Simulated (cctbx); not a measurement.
## Diagnosing a refinement

Cell a = 7.0580 Å, b = 7.0580 Å, c = 5.8100 Å, α = 90.00°, β = 90.00°, γ = 120.00°; space group P6_3/mmc (no. 194). The compound is Te3Pt.

Simulated single-crystal data (cctbx): synchrotron X-rays, λ = 0.6889 Å, to d = 0.77 Å, 70 % of the full sphere, strongest reflection 40000 counts, noise from counting, a 3 % proportional error and a noise floor of 2 counts (s.d.); no absorption.

An anisotropic refinement with weights 1/σ² prints:

```text
Rint 0.026, 131 unique reflections to 0.77 A
cycle     R1     wR2    GooF  max shift (A)
   1  0.4285  0.6685  37.511   0.01147
   2  0.4219  0.6317  35.444   0.00001
final R1 0.4219 wR2 0.6317 GooF 35.444  parameters 4  data/parameter 32.8
atom        x        y        z      Ueq    occ   su(xyz)  su(Uiso or U11)
Te1    0.16717  0.33435  0.25000  -0.0008  1.000  0.00112  0.0044  NPD
difference map: max 203.07 min -10.07 rms 12.00
Q1    0.3333  0.6667  0.7500    2  212.91  3.53 A from Te1
Q2    0.1674  0.3349  0.2500    6  178.46  0.00 A from Te1
Q3    0.2512  0.5024  0.6578   12    7.20  2.58 A from Te1
Q4    0.2279  0.6139  0.5913   12    6.18  2.68 A from Te1
Q5    0.1577  0.5788  0.7500    6    5.44  2.65 A from Te1
Q6    0.2503  0.5006  0.1623   12    5.04  1.14 A from Te1
```

**Question.** Can this result stand? If not, what is the likely fault?

Mend it. The fault: an atom left out, Pt at (1/3, 2/3, 3/4). Against the right model at the same level, R1 goes from 0.0070 to 0.4219 and GooF from 0.96 to 35.44, the top difference peak, 212.9 e/Å³, lies 3.53 Å from Te1 and Te1 goes non-positive-definite. Q1 is the missing atom. With scattering power missing, scale and phases suffer, so peaks may also grow on the heavy atoms.

The compound is Te3Pt. The right model at the same level gives:

```text
Rint 0.026, 131 unique reflections to 0.77 A
cycle     R1     wR2    GooF  max shift (A)
   1  0.0103  0.0337   1.904   0.00013
   2  0.0070  0.0171   0.965   0.00000
final R1 0.0070 wR2 0.0171 GooF 0.965  parameters 6  data/parameter 21.8
atom        x        y        z      Ueq    occ   su(xyz)  su(Uiso or U11)
Pt1    0.33333  0.66667  0.75000   0.0122  1.000  0.00000  0.0001
Te1    0.16622  0.33245  0.25000   0.0124  1.000  0.00003  0.0001
difference map: max 0.30 min -0.36 rms 0.10
Q1    0.1781  0.5443  0.2500   12    0.32  1.46 A from Te1
Q2    0.0665  0.1329  0.2500    6    0.30  1.22 A from Te1
Q3    0.1093  0.2185  0.6555   12    0.29  1.87 A from Te1
Q4    0.1399  0.2799  0.2500    6    0.27  0.32 A from Te1
Q5    0.0773  0.5387  0.7500    6    0.25  1.56 A from Pt1
Q6    0.2250  0.5500  0.1562   24    0.24  1.48 A from Te1
```

This is a model crystal, built by substitution and not relaxed, with assumed displacement parameters.

[Middle refinement cycles are left out of these outputs.]

[Logs are printed without paths, hosts, clocks, repeated set-up lines and the standing remarks that a program may print on its own settings, such as how far it seeks lower states.]
